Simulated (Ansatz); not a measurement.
## What LiY (built on the sites of a database entry of LiIn) distorts into

Aim: this structure of LiY (built on the sites of a database entry of LiIn) is to be tested for unstable modes, and one is followed downhill.

Program: Ansatz 0.2.0. Level of theory: DFT PBEsol, scalar-relativistic, plane waves, PAW. Results are calculated unless marked as measured.

Report form: the programs' logs are mostly left out.

The structure was built from a prototype and need not be the compound's stable phase.

**1. The structure**

Symmetry: Fd-3m, No. 227, cubic system. The conventional cell has a = 7.388 Å, b = 7.388 Å, c = 7.388 Å, α = 90.00°, β = 90.00°, γ = 90.00°. Nearest to Li lie 4 Li at 3.20 Å and 4 Y at 3.20 Å. Y has 4 Li at 3.20 Å and 4 Y at 3.20 Å nearest. Farther neighbours are not listed.

Structure file:

```cif
data_structure
_symmetry_space_group_name_H-M 'P 1'
_symmetry_Int_Tables_number 1
_cell_length_a 5.2239
_cell_length_b 5.2239
_cell_length_c 5.2239
_cell_angle_alpha 60.000
_cell_angle_beta 60.000
_cell_angle_gamma 60.000
_cell_volume 100.80
loop_
_atom_site_label
_atom_site_type_symbol
_atom_site_fract_x
_atom_site_fract_y
_atom_site_fract_z
_atom_site_occupancy
Li1 Li 0.50000 0.50000 0.50000 1
Li2 Li 0.75000 0.75000 0.75000 1
Y3 Y 0.00000 0.00000 0.00000 1
Y4 Y 0.25000 0.25000 0.25000 1
```

**2. The dispersion**

The cell comes from relaxations at this level that are not shown. Stability and thermal properties need the whole zone. Linear response on a 4×4×4 q mesh gives force constants as far as a supercell of that size would.

Contents of input.yaml:

```yaml
crystal:
  lattice:
    - [0.0, 3.6938399398, 3.6938399398]
    - [3.6938399398, 0.0, 3.6938399398]
    - [3.6938399398, 3.6938399398, 0.0]
  atoms:
    - { symbol: Li, position: [0.5, 0.5, 0.5] }
    - { symbol: Li, position: [0.75, 0.75, 0.75] }
    - { symbol: "Y", position: [0.0, 0.0, 0.0] }
    - { symbol: "Y", position: [0.25, 0.25, 0.25] }
kpoints:
  mp_grid: { grid: [12, 12, 12] }
hamiltonian:
  xc: pbesol
scf:
  occupations: { method: methfessel_paxton, width: 0.2 }
output:
  eigenvalues: true
phonons:
  method: dfpt
  qmesh: [4, 4, 4]
  temperatures: { t_max: 1000, t_step: 50 }
  qpath:
    path:
      - [[0.0, 0.0, 0.0], [0.5, 0.0, 0.5], [0.625, 0.25, 0.625]]
      - [[0.375, 0.375, 0.75], [0.0, 0.0, 0.0], [0.5, 0.5, 0.5], [0.5, 0.25, 0.75], [0.5, 0.0, 0.5]]
    npoints: 10
```

Launch:

```sh
$ ansatz run input.yaml --threads 4 --pin off --max-ram 14336MiB --backend cpu --events-out ev --progress --plain --runs-dir out
```

Run time: 14 min. Hardware: 4 threads of Arm Neoverse V1, shared host; peak memory 6.9 GiB.

Numbers from this step:

```yaml
volume_per_atom: 25.20 Å³
gap_on_the_k_mesh: 0 eV
sum_rule_residual_before_enforcement: 2.96e-5 eV/Å²
lowest_frequency_on_the_path: -60.60 cm⁻¹
point_group: m-3m
highest_frequency_on_the_path_or_at_a_solved_wavevector: 301.7 cm⁻¹
highest_optical_mode_at_the_zone_centre_no_lo_to_term: 301.7 cm⁻¹
lowest_optical_zone_centre_mode: 105.1 cm⁻¹
lowest_mode_on_the_q_mesh_acoustic_modes_at_gamma_apart: -60.6 cm⁻¹
```

Frequencies (cm⁻¹) solved at each irreducible wavevector; negative means imaginary. Frequencies by wavevector, by row:

| q in reciprocal lattice units | star | mode 1 | mode 2 | mode 3 | mode 4 | mode 10 | mode 11 | mode 12 |
| --- | --- | --- | --- | --- | --- | --- | --- | --- |
| 0 0 0 | 1 | 0 | 0 | 0 | 105.1 | 301.7 | 301.7 | 301.7 |
| 0 0 0.25 | 8 | 21.9 | 21.9 | 32.1 | 97.2 | 292.6 | 299.2 | 299.2 |
| 0 0 -0.5 | 4 | 6.4 | 28.1 | 28.1 | 99.8 | 288.8 | 294.1 | 294.1 |
| 0 0.25 0.25 | 6 | -22.1 | -22.1 | 51.2 | 90.3 | 292.4 | 292.5 | 292.5 |
| 0 0.25 -0.5 | 24 | -44.6 | -42.6 | 39.2 | 81.1 | 280.7 | 288.4 | 292.5 |
| 0 0.25 -0.25 | 12 | -30.7 | -27.5 | 21.1 | 86.3 | 284.8 | 295.1 | 296.6 |
| 0 -0.5 -0.5 | 3 | -60.6 | -60.6 | 72.7 | 72.7 | 279 | 280.2 | 280.2 |
| 0.25 -0.5 -0.25 | 6 | -49.7 | -49.7 | 57 | 57 | 272.4 | 289.6 | 289.6 |

Interpolated from a 4×4×4 q mesh. The phonon branches at the labelled points (cm⁻¹):

| point | branch 1 | branch 2 | branch 3 | branch 4 | branch 9 | branch 10 | branch 11 | branch 12 |
| --- | --- | --- | --- | --- | --- | --- | --- | --- |
| Γ | 0 | 0 | 0 | 105 | 242 | 302 | 302 | 302 |
| halfway | -22 | -22 | 51 | 90 | 269 | 292 | 292 | 292 |
| X | -61 | -61 | 73 | 73 | 279 | 279 | 280 | 280 |
| halfway | -59 | -58 | 64 | 73 | 275 | 278 | 282 | 285 |
| U | -52 | -51 | 46 | 74 | 272 | 276 | 286 | 290 |
| jump to K | -52 | -51 | 46 | 74 | 272 | 276 | 286 | 290 |
| halfway | -14 | -9 | 35 | 89 | 270 | 289 | 296 | 300 |
| Γ | 0 | 0 | 0 | 105 | 242 | 302 | 302 | 302 |
| halfway | 22 | 22 | 32 | 97 | 264 | 293 | 299 | 299 |
| L | 6 | 28 | 28 | 100 | 279 | 289 | 294 | 294 |
| halfway | -37 | -35 | 26 | 82 | 276 | 280 | 292 | 294 |
| W | -50 | -50 | 57 | 57 | 272 | 272 | 290 | 290 |
| halfway | -56 | -56 | 65 | 65 | 275 | 275 | 286 | 286 |
| X | -61 | -61 | 73 | 73 | 279 | 279 | 280 | 280 |

Symmetry leaves 8 wavevectors to solve. The lowest mode among them, the acoustic zeros apart, lies at q = (0, -0.5, -0.5) and is imaginary, 60.6i cm⁻¹, so the energy falls along it.

**3. The mode frozen in, largest atomic shift 0 Å**

The mode followed lies at q = (0.25, -0.5, -0.25) with frequency 49.7i cm⁻¹ and is 2-fold degenerate, one of the unstable modes though not the softest. At small amplitude the distorted cell has space group no. 122 by a symmetry search on the positions. The undistorted cell that holds it gives the zero of energy on the same k mesh.

System of this step: LiY (built on the sites of a database entry of LiIn). The structure is cubic, space group Fd-3m (No. 227). Conventional cell: a = 7.388 Å, b = 7.388 Å, c = 7.388 Å, α = 90.00°, β = 90.00°, γ = 90.00°. Nearest to Li lie 4 Li at 3.20 Å and 4 Y at 3.20 Å. Y has 4 Li at 3.20 Å and 4 Y at 3.20 Å nearest. Farther neighbours are not listed.

Contents of input.yaml:

```yaml
crystal:
  lattice:
    - [0.0, 0.0, -7.3876798796]
    - [7.3876798796, 0.0, 0.0]
    - [3.6938399398, -7.3876798796, -3.6938399398]
  atoms:
    - { symbol: Li, position: [0.5, 0.0, 0.0] }
    - { symbol: Li, position: [0.0, 0.5, 0.0] }
    - { symbol: Li, position: [0.25, 0.25, 0.5] }
    - { symbol: Li, position: [0.75, 0.75, 0.5] }
    - { symbol: Li, position: [0.375, 0.375, 0.75] }
    - { symbol: Li, position: [0.875, 0.875, 0.75] }
    - { symbol: Li, position: [0.125, 0.625, 0.25] }
    - { symbol: Li, position: [0.625, 0.125, 0.25] }
    - { symbol: "Y", position: [0.5, 0.5, 0.0] }
    - { symbol: "Y", position: [0.0, 0.0, 0.0] }
    - { symbol: "Y", position: [0.25, 0.75, 0.5] }
    - { symbol: "Y", position: [0.75, 0.25, 0.5] }
    - { symbol: "Y", position: [0.625, 0.625, 0.25] }
    - { symbol: "Y", position: [0.125, 0.125, 0.25] }
    - { symbol: "Y", position: [0.375, 0.875, 0.75] }
    - { symbol: "Y", position: [0.875, 0.375, 0.75] }
kpoints:
  mp_grid: { grid: [6, 6, 6] }
hamiltonian:
  xc: pbesol
scf:
  occupations: { method: methfessel_paxton, width: 0.2 }
output:
  forces: true
  stress: true
  eigenvalues: true
```

It took 15 s on 4 threads; peak memory 1.3 GiB; 58 s of CPU time.

Numbers from this step:

| Property | Result |
| --- | --- |
| pressure | -0.02122 GPa |
| energy from the undistorted cell | 0 meV/atom |

The run ends at a pressure of -0.02 GPa.

**4. The mode frozen in, largest atomic shift 0.45 Å**

The atoms are moved along the unstable eigenvector, the largest shift by 0.45 Å, with the cell fixed.

Contents of input.yaml:

```yaml
crystal:
  lattice:
    - [0.0, 0.0, -7.3876798796]
    - [7.3876798796, 0.0, 0.0]
    - [3.6938399398, -7.3876798796, -3.6938399398]
  atoms:
    - { symbol: Li, position: [0.5, 0.0, 0.0] }
    - { symbol: Li, position: [0.0, 0.5, 0.0] }
    - { symbol: Li, position: [0.25, 0.25, 0.5] }
    - { symbol: Li, position: [0.75, 0.75, 0.5] }
    - { symbol: Li, position: [0.375, 0.4132740208, 0.75] }
    - { symbol: Li, position: [0.875, 0.8367259792, 0.75] }
    - { symbol: Li, position: [0.0867259792, 0.625, 0.25] }
    - { symbol: Li, position: [0.6632740208, 0.125, 0.25] }
    - { symbol: "Y", position: [0.4695438888, 0.4695438888, 0.0609122224] }
    - { symbol: "Y", position: [0.0304561112, 0.0304561112, -0.0609122224] }
    - { symbol: "Y", position: [0.2804561112, 0.7804561112, 0.4390877776] }
    - { symbol: "Y", position: [0.7195438888, 0.2195438888, 0.5609122224] }
    - { symbol: "Y", position: [0.6827508, 0.625, 0.25] }
    - { symbol: "Y", position: [0.0672492, 0.125, 0.25] }
    - { symbol: "Y", position: [0.375, 0.8172492, 0.75] }
    - { symbol: "Y", position: [0.875, 0.4327508, 0.75] }
kpoints:
  mp_grid: { grid: [6, 6, 6] }
hamiltonian:
  xc: pbesol
scf:
  occupations: { method: methfessel_paxton, width: 0.2 }
output:
  forces: true
  stress: true
  eigenvalues: true
```

Run time: 20 s. Hardware: 4 threads; peak memory 1.3 GiB.

Numbers from this step:

```
pressure                         : -0.1791 GPa
energy from the undistorted cell : -19.58 meV/atom
```

The energy, extrapolated to zero smearing, is -19.58 meV/atom against the undistorted cell.

The run ends at a pressure of -0.18 GPa, with forces up to 0.22 eV/Å.

**5. Energy along the mode, all amplitudes (two of the runs are shown above)**

An imaginary frequency means negative curvature, so the energy should fall and then rise again as anharmonic terms take over.

Numbers from this step:

| Quantity | Value |
| --- | --- |
| depth at the lowest point sampled | 19.58 meV/atom |
| largest atomic shift at that point | 0.45 Å |

Energy from the parent against largest atomic shift:

| largest atomic shift (Å) | energy from the parent (meV/atom) |
| --- | --- |
| 0.000 | 0 |
| 0.040 | -0.32 |
| 0.080 | -1.26 |
| 0.140 | -3.75 |
| 0.220 | -8.54 |
| 0.320 | -15.3 |
| 0.450 | -19.6 |
| 0.600 | -4.17 |

Displacement at unit largest shift by atom:

| atom | x (Å) | y (Å) | z (Å) | size |
| --- | --- | --- | --- | --- |
| Li1 | 0.00 | 0.00 | 0.00 | 0.00 |
| Li2 | 0.00 | 0.00 | 0.00 | 0.00 |
| Li3 | 0.00 | 0.00 | 0.00 | 0.00 |
| Li4 | 0.00 | 0.00 | 0.00 | 0.00 |
| Li5 | 0.63 | 0.00 | 0.00 | 0.63 |
| Li6 | -0.63 | 0.00 | 0.00 | 0.63 |
| Li7 | 0.00 | 0.00 | 0.63 | 0.63 |
| Li8 | 0.00 | 0.00 | -0.63 | 0.63 |
| Y9 | 0.00 | -1.00 | 0.00 | 1.00 |
| Y10 | 0.00 | 1.00 | 0.00 | 1.00 |
| Y11 | 0.00 | 1.00 | 0.00 | 1.00 |
| Y12 | 0.00 | -1.00 | 0.00 | 1.00 |
| Y13 | 0.00 | 0.00 | -0.95 | 0.95 |
| Y14 | 0.00 | 0.00 | 0.95 | 0.95 |
| Y15 | -0.95 | 0.00 | 0.00 | 0.95 |
| Y16 | 0.95 | 0.00 | 0.00 | 0.95 |

The lowest of the steps tried is at 0.45 Å, 19.6 meV/atom below the parent; the bottom of the well need not coincide with a step.

**6. Relaxation from the frozen mode**

Starting from the lowest point found, all atoms and the cell are let go, so that strain and other modes of the same symmetry can join in.

input.yaml: that of step 4 with these lines changed.

```diff
@@ -32 +32,6 @@
   eigenvalues: true
+relax:
+  adjacent_minimum: "off"
+  f_tol: 0.002
+  max_steps: 120
+  cell: { stress_tol: 0.03 }
```

Wall time 2.7 min (4 threads); peak memory 1.4 GiB; 11 min of CPU time.

Step by step:

| step | energy less that of the first step (eV) | largest force component (eV/Å) | pressure (GPa) | volume (Å³) |
| --- | --- | --- | --- | --- |
| 1 | 0.0000 | 0.2247 | -0.18 | 403.20 |
| 2 | 0.0136 | 0.2607 | 0.04 | 398.10 |
| 3 | -0.0466 | 0.0109 | -0.06 | 400.06 |
| 4 | -0.0470 | 0.0136 | -0.04 | 399.74 |
| 5 | -0.0475 | 0.0042 | -0.02 | 399.35 |
| 6 | -0.0475 | 0.0003 | 0.00 | 399.10 |
| 7* | -0.0474 | 0.0003 | 0.00 | 399.10 |

Relaxation steps marked * repeat the geometry before them on a plane-wave basis chosen anew for their cell, so energy and pressure can jump there. Relaxation step 2 was tried and not accepted.

Forces are held to the 8 operations that the run works with; a distortion that breaks them can't arise in this run.

| conventional cell, symmetrised | before | after | change |
| --- | --- | --- | --- |
| a (Å) | 7.388 | 7.345 | -0.6 % |
| b (Å) | 7.388 | 7.345 | -0.6 % |
| c (Å) | 14.775 | 14.794 | +0.1 % |
| volume (Å³/atom) | 25.20 | 24.94 | -1.0 % |

The atoms that moved most (Å, as changes of fractional coordinates times the final cell):

| atom | dx | dy | dz | length |
| --- | --- | --- | --- | --- |
| Li6 | 0.082 | 0.000 | 0.000 | 0.082 |
| Li7 | 0.000 | 0.000 | -0.082 | 0.082 |
| Li8 | 0.000 | 0.000 | 0.082 | 0.082 |
| Li5 | -0.082 | 0.000 | 0.000 | 0.082 |
| Y12 | 0.000 | -0.037 | 0.000 | 0.037 |
| Y9 | 0.000 | -0.037 | 0.000 | 0.037 |
| Y10 | 0.000 | 0.037 | 0.000 | 0.037 |
| Y11 | 0.000 | 0.037 | 0.000 | 0.037 |

Final coordinates:

```cif
data_structure
_symmetry_space_group_name_H-M 'P 1'
_symmetry_Int_Tables_number 1
_cell_length_a 7.3453
_cell_length_b 7.3453
_cell_length_c 9.0385
_cell_angle_alpha 66.025
_cell_angle_beta 66.025
_cell_angle_gamma 90.000
_cell_volume 399.10
loop_
_atom_site_label
_atom_site_type_symbol
_atom_site_fract_x
_atom_site_fract_y
_atom_site_fract_z
_atom_site_occupancy
Li1 Li 0.50000 0.00000 0.00000 1
Li2 Li 0.00000 0.50000 0.00000 1
Li3 Li 0.25000 0.25000 0.50000 1
Li4 Li 0.75000 0.75000 0.50000 1
Li5 Li 0.37500 0.40216 0.75000 1
Li6 Li 0.87500 0.84784 0.75000 1
Li7 Li 0.09784 0.62500 0.25000 1
Li8 Li 0.65216 0.12500 0.25000 1
Y9 Y 0.46705 0.46705 0.06590 1
Y10 Y 0.03295 0.03295 0.93410 1
Y11 Y 0.28295 0.78295 0.43410 1
Y12 Y 0.71705 0.21705 0.56590 1
Y13 Y 0.68656 0.62500 0.25000 1
Y14 Y 0.06344 0.12500 0.25000 1
Y15 Y 0.37500 0.81344 0.75000 1
Y16 Y 0.87500 0.43656 0.75000 1
```

Numbers from this step:

| Quantity | Value |
| --- | --- |
| pressure | -0.002097 GPa |
| volume per atom | 24.94 Å³ |

The distorted start has space group I-42d; the relaxation ends in I-42d.

**7. Summary of results**

| Property | Result |
| --- | --- |
| unstable mode of the parent | q = (0.25, -0.5, -0.25), 50i cm⁻¹ |
| depth at the lowest point sampled | 19.6 meV/atom |
| largest atomic shift at that point | 0.45 Å |
| space group reached (within 0.01 Å) | I-42d |
| energy gained over the parent (first relaxation, on the mesh of the frozen mode) | 22.6 meV/atom |
| volume per atom, phase reached | 24.9 Å³ |

In words: Along this mode the structure falls into I-42d, 22.6 meV/atom below the parent. At the parent's cell the well is 19.58 meV/atom deep on the steps tried, with its lowest point at a shift of 0.45 Å. Relaxing atoms and cell changes the gain by +3.01 meV/atom against the lowest step (energies at zero smearing). The modes of the phase reached were not computed on this path. Of the 6 patterns followed to their end from this parent, this one ends 71.9 meV/atom above the lowest, Pnma. Each path keeps the symmetry of its pattern, so a lower phase may lie along a pattern not tried. With no gap, or one that is small against the smearing, the frequencies hang on the k mesh and the smearing, most of all near Kohn anomalies. The starting cell was built on a prototype and not taken from a measurement, so the phase need not exist.

[Logs are printed without paths, hosts, clocks, repeated set-up lines and the standing remarks that a program may print on its own settings, such as how far it seeks lower states.]

[Hosts, paths, dates, database ids (printed as entryN), source tags and the programs' standing remarks are cut or masked in the printed files.]
